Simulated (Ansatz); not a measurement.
**SnPt (model cell, started as zinc blende): following an unstable mode**

Aim: this structure of SnPt (model cell, started as zinc blende) is to be tested for unstable modes, and one is followed downhill.

Main program and level: Ansatz 0.2.0; DFT LDA, scalar-relativistic, plane waves, PAW.

This is a report of a sequence of runs, with most program output left out.

The structure was built from a prototype and need not be the compound's stable phase.

### 1. Set-up

Symmetry: F-43m, No. 216, cubic system. Conventional cell: a = 5.907 Å, b = 5.907 Å, c = 5.907 Å, α = 90.00°, β = 90.00°, γ = 90.00°. Nearest to Pt lie 4 Sn at 2.56 Å. Nearest to Sn lie 4 Pt at 2.56 Å. Farther neighbours are not listed.

Structure file:

```cif
data_structure
_symmetry_space_group_name_H-M 'F-43m'
_symmetry_Int_Tables_number 216
_cell_length_a 5.9067
_cell_length_b 5.9067
_cell_length_c 5.9067
_cell_angle_alpha 90.000
_cell_angle_beta 90.000
_cell_angle_gamma 90.000
_cell_volume 206.08
loop_
_atom_site_label
_atom_site_type_symbol
_atom_site_symmetry_multiplicity
_atom_site_Wyckoff_symbol
_atom_site_fract_x
_atom_site_fract_y
_atom_site_fract_z
_atom_site_occupancy
Pt1 Pt 4 a 0.00000 0.00000 0.00000 1
Sn1 Sn 4 d 0.25000 0.25000 0.75000 1
```

### 2. Phonons on a q mesh

The cell comes from relaxations at this level that are not shown. Stability and thermal properties need the whole zone. Linear response on a 4×4×4 q mesh gives force constants as far as a supercell of that size would.

Contents of input.yaml:

```yaml
crystal:
  lattice:
    - [0.0, 2.9533293504, 2.9533293504]
    - [2.9533293504, 0.0, 2.9533293504]
    - [2.9533293504, 2.9533293504, 0.0]
  atoms:
    - { symbol: Pt, position: [0.0, 0.0, 0.0] }
    - { symbol: Sn, position: [0.25, 0.25, 0.25] }
kpoints:
  mp_grid: { grid: [12, 12, 12] }
hamiltonian:
  xc: lda
scf:
  occupations: { method: methfessel_paxton, width: 0.15 }
output:
  eigenvalues: true
phonons:
  method: dfpt
  qmesh: [4, 4, 4]
  temperatures: { t_max: 1000, t_step: 50 }
  qpath:
    path:
      - [[0.0, 0.0, 0.0], [-0.5, -0.5, 0.0], [-0.375, -0.375, 0.25]]
      - [[-0.375, 0.0, 0.375], [0.0, 0.0, 0.0], [0.0, 0.0, 0.5], [-0.5, -0.25, 0.25], [-0.5, -0.5, 0.0]]
    npoints: 10
```

Command:

```console
$ ansatz run input.yaml --threads 4 --pin off --max-ram 7168MiB --backend cpu --events-out ev --progress --plain --runs-dir out
```

The job ended after 6.4 min (4 threads of Arm Neoverse V2, shared host; peak memory 3.9 GiB; 25 min of CPU time).

Numbers from this step:

```
volume per atom                                         : 25.76 Å³
gap on the k-mesh                                       : 0 eV
sum-rule residual before enforcement                    : 8.88e-5 eV/Å²
lowest frequency on the path                            : -22.85 cm⁻¹
point group                                             : -43m
highest frequency on the path or at a solved wavevector : 192.6 cm⁻¹
highest optical mode at the zone centre (no LO-TO term) : 191.2 cm⁻¹
lowest optical zone-centre mode                         : 191.2 cm⁻¹
lowest mode on the q mesh (acoustic modes at Γ apart)   : -22.85 cm⁻¹
```

Frequencies (cm⁻¹) solved at each irreducible wavevector; negative means imaginary. Frequencies by wavevector, by row:

```tsv
q in reciprocal lattice units	star	mode 1	mode 2	mode 3	mode 4	mode 5	mode 6
0 0 0	1	0	0	0	191.2	191.2	191.2
0 0 0.25	8	-10.2	-10.2	70.3	189.1	192.5	192.5
0 0 -0.5	4	6.8	6.8	103.3	177.2	191	191
0 0.25 0.25	6	-15.4	-15.4	81.8	186.7	191.7	191.7
0 0.25 -0.5	24	-14.6	-9	112.3	173.5	189.7	190.2
0 0.25 -0.25	12	-13.5	-11.2	101.2	178.4	191.1	191.2
0 -0.5 -0.5	3	-21	-21	123.3	165.7	188.3	188.3
0.25 -0.5 -0.25	6	-22.9	14.3	125.4	166.4	189.1	190.2
```

Interpolated from a 4×4×4 q mesh. The phonon branches at the labelled points (cm⁻¹):

```tsv
point	branch 1	branch 2	branch 3	branch 4	branch 5	branch 6
Γ	0	0	0	191	191	191
halfway	-15	-15	82	187	192	192
X	-21	-21	123	166	188	188
halfway	-19	-18	124	166	188	189
U	-15	-13	123	167	189	190
jump to K	-15	-13	123	167	189	190
halfway	-13	-11	82	186	192	192
Γ	0	0	0	191	191	191
halfway	-10	-10	70	189	192	192
L	7	7	103	177	191	191
halfway	-14	8	113	173	190	191
W	-23	14	125	166	189	190
halfway	-22	-9	124	166	189	189
X	-21	-21	123	166	188	188
```

Symmetry leaves 8 wavevectors to solve. The lowest mode among them, the acoustic zeros apart, lies at q = (0.25, -0.5, -0.25) and is imaginary, 22.9i cm⁻¹, so the energy falls along it.

### 3. The mode frozen in, largest atomic shift 0 Å

The mode followed lies at q = (0, -0.5, -0.5) with frequency 21.0i cm⁻¹ and is 2-fold degenerate, one of the unstable modes though not the softest. At small amplitude the distorted cell has space group no. 4 by a symmetry search on the positions. The undistorted cell that holds it gives the zero of energy on the same k mesh.

System of this step: SnPt (model cell, started as zinc blende). It takes space group F-43m (No. 216, cubic). Conventional cell: a = 5.907 Å, b = 5.907 Å, c = 5.907 Å, α = 90.00°, β = 90.00°, γ = 90.00°. Nearest to Pt lie 4 Sn at 2.56 Å. Nearest to Sn lie 4 Pt at 2.56 Å. Farther neighbours are not listed.

Contents of input.yaml:

```yaml
crystal:
  lattice:
    - [0.0, -2.9533293504, -2.9533293504]
    - [0.0, 2.9533293504, -2.9533293504]
    - [5.9066587008, 0.0, 0.0]
  atoms:
    - { symbol: Pt, position: [0.5, 0.5, 0.5] }
    - { symbol: Pt, position: [0.0, 0.0, 0.0] }
    - { symbol: Sn, position: [0.0, 0.5, 0.75] }
    - { symbol: Sn, position: [0.5, 0.0, 0.25] }
kpoints:
  mp_grid: { grid: [10, 10, 6] }
hamiltonian:
  xc: lda
scf:
  occupations: { method: methfessel_paxton, width: 0.15 }
output:
  forces: true
  stress: true
  eigenvalues: true
```

The job ended after 6.2 s (4 threads; peak memory 0.51 GiB; 24 s of CPU time).

This step gave:

```
pressure                         : 0.04904 GPa
energy from the undistorted cell : 0 meV/atom
```

The run ends at a pressure of 0.05 GPa.

### 4. The mode frozen in, largest atomic shift 0.22 Å

The atoms are moved along the unstable eigenvector, the largest shift by 0.22 Å, with the cell fixed.

input.yaml, the sections that differ from step 3:

```yaml
crystal:
  lattice:
    - [0.0, -2.9533293504, -2.9533293504]
    - [0.0, 2.9533293504, -2.9533293504]
    - [5.9066587008, 0.0, 0.0]
  atoms:
    - { symbol: Pt, position: [0.5338517521, 0.4677457148, 0.5] }
    - { symbol: Pt, position: [-0.0338517521, 0.0322542852, 0.0] }
    - { symbol: Sn, position: [0.0381350271, 0.5363354321, 0.75] }
    - { symbol: Sn, position: [0.4618649729, -0.0363354321, 0.25] }
# kpoints, hamiltonian, scf, output: as in step 3
```

Run time: 15 s. Hardware: 4 threads; peak memory 0.79 GiB; 60 s of CPU time.

This step gave:

```yaml
pressure: -1.751 GPa
energy_from_the_undistorted_cell: -2.235 meV/atom
```

The energy, extrapolated to zero smearing, is -2.23 meV/atom against the undistorted cell.

The run ends at a pressure of -1.75 GPa, with forces up to 0.031 eV/Å.

### 5. Energy along the mode, all amplitudes (two of the runs are shown above)

An imaginary frequency means negative curvature, so the energy should fall and then rise again as anharmonic terms take over.

Numbers from this step:

```yaml
depth_at_the_lowest_point_sampled: 2.235 meV/atom
largest_atomic_shift_at_that_point: 0.22 Å
```

Table of energy from the parent by largest atomic shift:

```tsv
largest atomic shift (Å)	energy from the parent (meV/atom)
0.000	0
0.040	-0.183
0.080	-0.683
0.140	-1.70
0.220	-2.23
0.320	2.24
0.450	24.8
```

Displacement at unit largest shift by atom:

```tsv
atom	x (Å)	y (Å)	z (Å)	size
Pt1	0.00	-0.89	-0.02	0.89
Pt2	0.00	0.89	0.02	0.89
Sn3	0.00	-0.02	-1.00	1.00
Sn4	0.00	0.02	1.00	1.00
```

The lowest of the steps tried is at 0.22 Å, 2.23 meV/atom below the parent; the bottom of the well need not coincide with a step.

### 6. Relaxation from the frozen mode

Starting from the lowest point found, all atoms and the cell are let go, so that strain and other modes of the same symmetry can join in.

input.yaml: that of step 4 with these lines changed.

```diff
@@ -20 +20,10 @@
   eigenvalues: true
+  write_density: true
+  write_potential: true
+  elf: true
+  volumetric_format: npy
+relax:
+  adjacent_minimum: "off"
+  f_tol: 0.002
+  max_steps: 120
+  cell: { stress_tol: 0.03 }
```

The job ended after 5.9 min (4 threads; peak memory 0.9 GiB; 23 min of CPU time).

The steps of the relaxation:

```tsv
step	energy less that of the first step (eV)	largest force component (eV/Å)	pressure (GPa)	volume (Å³)
1	0.0000	0.0282	-1.75	103.04
2	-0.0283	0.1379	1.63	99.10
3	-0.1823	0.4170	1.98	94.43
4	-0.4937	0.7740	0.56	90.75
5	-0.9459	1.0935	-2.37	87.57
6	-1.3406	1.6198	0.69	82.72
7	-1.8072	1.0768	-0.21	80.26
8	-2.0965	0.7668	4.02	76.70
9	-2.2322	0.1337	0.55	78.05
10	-2.2461	0.0083	-0.11	78.20
11	-2.2463	0.0032	-0.05	78.16
12	-2.2463	0.0006	0.02	78.12
13	-2.2463	0.0001	0.00	78.13
14*	-2.2658	0.0067	0.41	78.13
15	-2.2706	0.0018	0.11	78.30
16	-2.2709	0.0002	0.00	78.36
17*	-2.2711	0.0005	-0.01	78.36
18	-2.2711	0.0001	0.00	78.35
19*	-2.2711	0.0001	0.00	78.35
```

Relaxation steps marked * repeat the geometry before them on a plane-wave basis chosen anew for their cell, so energy and pressure can jump there.

The run keeps the 2 symmetry operations that it works with, so distortions that break them were not tested.

```tsv
cell as run	before	after	change
a (Å)	4.177	4.090	-2.1 %
b (Å)	4.177	4.090	-2.1 %
c (Å)	5.907	5.409	-8.4 %
γ (°)	90.00	60.01	-33.3 %
volume (Å³/atom)	25.76	19.59	-24.0 %
```

The atoms that moved most (Å, as changes of fractional coordinates times the final cell):

```tsv
atom	dx	dy	dz	length
Pt1	0.000	-0.887	0.006	0.887
Pt2	0.000	0.887	-0.006	0.887
Sn4	0.000	-0.004	0.327	0.327
Sn3	0.000	0.004	-0.327	0.327
```

Final coordinates:

```xyz
4
Lattice="0.0000 -2.0452 -3.5416 0.0000 2.0452 -3.5416 5.4086 0.0000 0.0000" Properties=species:S:1:pos:R:3 pbc="T T T"
Pt    2.7043   -1.0226   -3.5416
Pt    0.0000    1.0226    0.0000
Sn    4.0565    1.0226   -2.3613
Sn    1.3522   -1.0226   -1.1803
```

This step gave:

| Property | Result |
| --- | --- |
| pressure | 3.53e-4 GPa |
| volume per atom | 19.59 Å³ |

Valence density in the ac plane at fractional y = 0.250, with atoms of Pt within 0.2 Å of it. It is the smooth field of the valence electrons, not physical close to the nuclei.

Ten even steps from '0' (0 e/Å³) to '9' (11 e/Å³), each cell a mean:
```
00000000268841
00000000135421
00000000001100
00000000000000
00000000000000
00000000000000
00000000023310
00000000257741
00000000379952
00000000268841
00000000135421
00000000001100
00000000000000
00000000000000
00000000000000
00000000023310
00000000257741
00000000379952
```
Columns run along a (4.1 Å), rows up along c (5.4 Å). Atoms in or near the plane, at fractional coordinates: Pt at (0.75, 0.50), Pt at (0.75, 0.00).

Electrostatic potential energy in the ac plane at fractional y = 0.250, with atoms of Pt within 0.2 Å of it. With pseudopotentials it is smooth inside the atoms' cores, unlike the true potential.

Values in eV, 18 rows by 14 columns, each cell a mean:
```
 10  16  18  18  18  18  15   5 -28 -53 -63 -62 -45 -17
 13  16  17  16  16  17  16  11 -11 -33 -47 -45 -26  -3
 16  16  15  14  14  15  16  15   9  -2 -11 -10   2  11
 16  15  13  12  12  14  16  17  15  13  10  11  14  16
 17  15  13  11  12  14  16  17  16  15  13  13  15  16
 16  16  14  13  13  15  16  16  12   5  -2   0   8  13
 14  16  16  15  16  16  16  13  -2 -21 -35 -32 -14   4
 11  16  17  17  17  17  15   7 -24 -48 -60 -59 -40 -13
  9  16  18  18  18  18  14   3 -34 -58 -65 -65 -50 -22
 10  16  18  18  18  17  15   5 -28 -53 -63 -62 -45 -17
 13  16  17  16  16  17  15  10 -11 -33 -47 -45 -26  -3
 16  16  15  14  14  15  16  15   8  -2 -11 -10   2  11
 17  16  13  12  12  14  16  17  15  13  10  11  14  16
 17  15  13  11  12  14  16  17  16  14  13  13  15  17
 16  16  14  13  13  15  16  16  11   5  -2   0   8  13
 14  16  16  15  16  16  16  13  -2 -21 -35 -32 -14   4
 11  16  17  17  17  17  15   7 -24 -48 -60 -59 -40 -13
  9  16  18  18  18  18  14   3 -34 -58 -65 -65 -50 -22
```
Columns run along a (4.1 Å; values clipped at the 3rd and 97th percentile), rows up along c (5.4 Å). Atoms in or near the plane, at fractional coordinates: Pt at (0.75, 0.50), Pt at (0.75, 0.00).

ELF in the ac plane at fractional y = 0.250, with atoms of Pt within 0.2 Å of it. It is the smooth field of the valence electrons, not physical close to the nuclei.

Values, 18 rows by 14 columns, each cell a mean:
```
0.33 0.32 0.28 0.25 0.25 0.29 0.32 0.35 0.53 0.65 0.69 0.68 0.62 0.47
0.32 0.32 0.29 0.27 0.27 0.30 0.32 0.33 0.44 0.55 0.61 0.60 0.52 0.39
0.32 0.32 0.29 0.27 0.28 0.30 0.33 0.31 0.30 0.34 0.37 0.37 0.32 0.30
0.33 0.31 0.28 0.27 0.27 0.29 0.33 0.32 0.29 0.28 0.29 0.29 0.29 0.30
0.33 0.31 0.28 0.27 0.27 0.29 0.33 0.33 0.30 0.30 0.31 0.30 0.30 0.31
0.32 0.32 0.29 0.27 0.27 0.30 0.33 0.32 0.29 0.30 0.32 0.31 0.29 0.30
0.32 0.32 0.29 0.27 0.28 0.30 0.33 0.32 0.38 0.47 0.53 0.52 0.44 0.35
0.33 0.32 0.28 0.25 0.26 0.29 0.32 0.35 0.51 0.63 0.68 0.67 0.60 0.45
0.33 0.31 0.27 0.23 0.24 0.28 0.31 0.36 0.56 0.66 0.68 0.68 0.63 0.49
0.33 0.31 0.28 0.25 0.25 0.29 0.32 0.36 0.53 0.65 0.68 0.68 0.62 0.47
0.32 0.32 0.29 0.27 0.27 0.30 0.33 0.33 0.44 0.55 0.61 0.61 0.52 0.39
0.32 0.32 0.29 0.27 0.27 0.30 0.33 0.31 0.30 0.34 0.37 0.37 0.32 0.30
0.33 0.32 0.28 0.27 0.27 0.29 0.32 0.32 0.30 0.29 0.29 0.29 0.29 0.30
0.33 0.32 0.28 0.27 0.27 0.28 0.32 0.33 0.31 0.30 0.31 0.30 0.30 0.31
0.32 0.32 0.28 0.27 0.27 0.29 0.33 0.32 0.29 0.30 0.32 0.31 0.29 0.29
0.32 0.32 0.29 0.27 0.28 0.30 0.33 0.32 0.38 0.47 0.53 0.52 0.44 0.35
0.33 0.32 0.28 0.25 0.26 0.30 0.32 0.35 0.51 0.63 0.68 0.67 0.60 0.45
0.33 0.31 0.27 0.23 0.24 0.29 0.32 0.36 0.56 0.66 0.68 0.68 0.63 0.49
```
Columns run along a (4.1 Å), rows up along c (5.4 Å). Atoms in or near the plane, at fractional coordinates: Pt at (0.75, 0.50), Pt at (0.75, 0.00).

The distorted start has space group P2_1; the relaxation ends in P6_3/mmc.

### 7. The new phase in its own primitive cell

The relaxed structure is symmetrised, reduced to its primitive cell and relaxed tightly, as its phonons need.

Contents of input.yaml:

```yaml
crystal:
  lattice:
    - [4.0897391844, 0.0, 0.0]
    - [-2.0448695922, 3.5418180285, 0.0]
    - [0.0, 0.0, 5.4086118871]
  atoms:
    - { symbol: Pt, position: [0.0, 0.0, 0.5] }
    - { symbol: Pt, position: [0.0, 0.0, 0.0] }
    - { symbol: Sn, position: [0.6666666667, 0.3333333333, 0.75] }
    - { symbol: Sn, position: [0.3333333333, 0.6666666667, 0.25] }
kpoints:
  mp_grid: { grid: [12, 12, 8] }
hamiltonian:
  xc: lda
scf:
  occupations: { method: methfessel_paxton, width: 0.15 }
output:
  forces: true
  stress: true
  eigenvalues: true
relax:
  adjacent_minimum: "off"
  f_tol: 0.001
  max_steps: 60
  cell: { stress_tol: 0.01 }
```

It took 13 s on 4 threads; peak memory 0.54 GiB; 52 s of CPU time.

Little changed from the start: no atom moved by 0.005 Å and no cell edge by 0.1 %.

This step gave:

```yaml
pressure: -7.09e-4 GPa
```

The forces vanish by symmetry and the pressure is -0.001 GPa, within the tolerances set. The cell now holds 19.59 Å³/atom.

### 8. Modes of the new phase, k-mesh 12×12×8

A relaxed structure may still be a saddle point, so its zone-centre modes are computed. No field response is asked, since the mesh shows no gap.

input.yaml, the sections that differ from step 7:

```yaml
crystal:
  lattice:
    - [4.09201978, 0.0, 0.0]
    - [-2.04600989, 3.5437930822, 0.0]
    - [0.0, 0.0, 5.4050259017]
  atoms:
    - { symbol: Pt, position: [0.0, 0.0, 0.5] }
    - { symbol: Pt, position: [0.0, 0.0, 0.0] }
    - { symbol: Sn, position: [0.6666666667, 0.3333333333, 0.75] }
    - { symbol: Sn, position: [0.3333333333, 0.6666666667, 0.25] }
output:
  eigenvalues: true
phonons:
  method: dfpt
# kpoints, hamiltonian, scf: as in step 7
# relax: removed
```

The job ended after 2 min (4 threads; peak memory 3 GiB; 7.7 min of CPU time).

This step gave:

```yaml
sum_rule_residual_before_enforcement: 5.92e-5 eV/Å²
point_group: 6/mmm
highest_optical_mode_at_the_zone_centre_no_lo_to_term: 197.3 cm⁻¹
lowest_optical_zone_centre_mode: 79.43 cm⁻¹
```

Patterns of degenerate modes are one choice out of their space. The modes at Γ (shares of kinetic energy by element, %):

```tsv
mode	frequency (cm⁻¹)	symmetry	Pt %	Sn %
1	0.0	acoustic	62	38
2	0.0	acoustic	62	38
3	0.0	acoustic	62	38
4	79.4	E2u	100	0
5	79.4	E2u	100	0
6	123.3	A2u	38	62
7	145.4	E2g	0	100
8	145.4	E2g	0	100
9	151.9	B1g	0	100
10	168.9	E1u	38	62
11	168.9	E1u	38	62
12	197.3	B2u	100	0
```

Displacements in mode 5 (79.4 cm⁻¹), the largest set to 1:
```
Pt1  0.00 -1.00  0.00
Pt2  0.00  1.00  0.00
Sn3  0.00  0.00  0.00
Sn4  0.00  0.00  0.00
```

Displacements in mode 12 (197.3 cm⁻¹), the largest set to 1:
```
Pt1  0.00  0.00 -1.00
Pt2  0.00  0.00  1.00
Sn3  0.00  0.00  0.00
Sn4  0.00  0.00  0.00
```

Before it was imposed, the acoustic sum rule was missed by 5.9e-5 eV/Å². Small misses are needed for a sound result but don't prove that mesh and cutoff are converged. The lowest optical mode is real, 79.4 cm⁻¹.

### 9. The phases reached

The phases reached along the modes that were followed are set side by side.

Energies are those of the first relaxation, on the mesh of the frozen mode; space group, volume and gap are those of the last relaxation. Phases, by row:

```tsv
mode frozen in	space group	energy from parent (meV/atom)	volume (Å³/atom)	gap on mesh (eV)	lowest zone-centre optical mode (cm⁻¹)	largest shift (Å)
parent	F-43m	0	25.76	0	–	–
q = (0.25, -0.5, -0.25), 23i cm⁻¹	I-42m	-168.6	22.85	0	–	0.726
q = (0, -0.5, -0.5), 21i cm⁻¹	Amm2	-298.1	19.92	0	125.8	0.804
q = (0, -0.5, -0.5), 21i cm⁻¹	P6_3/mmc	-570	19.59	0	79.4	1.023
q = (0, -0.5, -0.5), 21i cm⁻¹	P6_3/mmc	-570	19.59	0	79.4	1.023
```

### 10. Summary of results

```
unstable mode of the parent                                                      : q = (0, -0.5, -0.5), 21i cm⁻¹
depth at the lowest point sampled                                                : 2.23 meV/atom
largest atomic shift at that point                                               : 0.22 Å
space group reached (within 0.01 Å)                                              : P6_3/mmc
energy gained over the parent (first relaxation, on the mesh of the frozen mode) : 570 meV/atom
volume per atom, phase reached                                                   : 19.6 Å³
lowest optical zone-centre mode, phase reached                                   : 79.4 cm⁻¹
highest optical mode at the zone centre (no LO-TO term), phase reached           : 197 cm⁻¹
```

In words: Along this mode the structure falls into P6_3/mmc, 570 meV/atom below the parent. At the parent's cell the well is 2.235 meV/atom deep on the steps tried, with its lowest point at a shift of 0.22 Å. Relaxing atoms and cell changes the gain by +567.77 meV/atom against the lowest step (energies at zero smearing). Most of the total comes from this relaxation. The new phase has no imaginary mode at the zone centre of its cell; other wavevectors were not checked. Of the 4 patterns followed to their end from this parent, this one reaches the lowest energy. Each path keeps the symmetry of its pattern, so a lower phase may lie along a pattern not tried. With no gap, or one that is small against the smearing, the frequencies hang on the k mesh and the smearing, most of all near Kohn anomalies. The volume moved by more than a tenth on the k mesh of the start, so the energy gain is rough. Spin-orbit coupling is left out, which can matter for the heavy elements here. The starting cell was built on a prototype and not taken from a measurement, so the phase need not exist.

[Logs are printed without paths, hosts, clocks, repeated set-up lines and the standing remarks that a program may print on its own settings, such as how far it seeks lower states.]

[Hosts, paths, dates, database ids (printed as entryN), source tags and the programs' standing remarks are cut or masked in the printed files.]
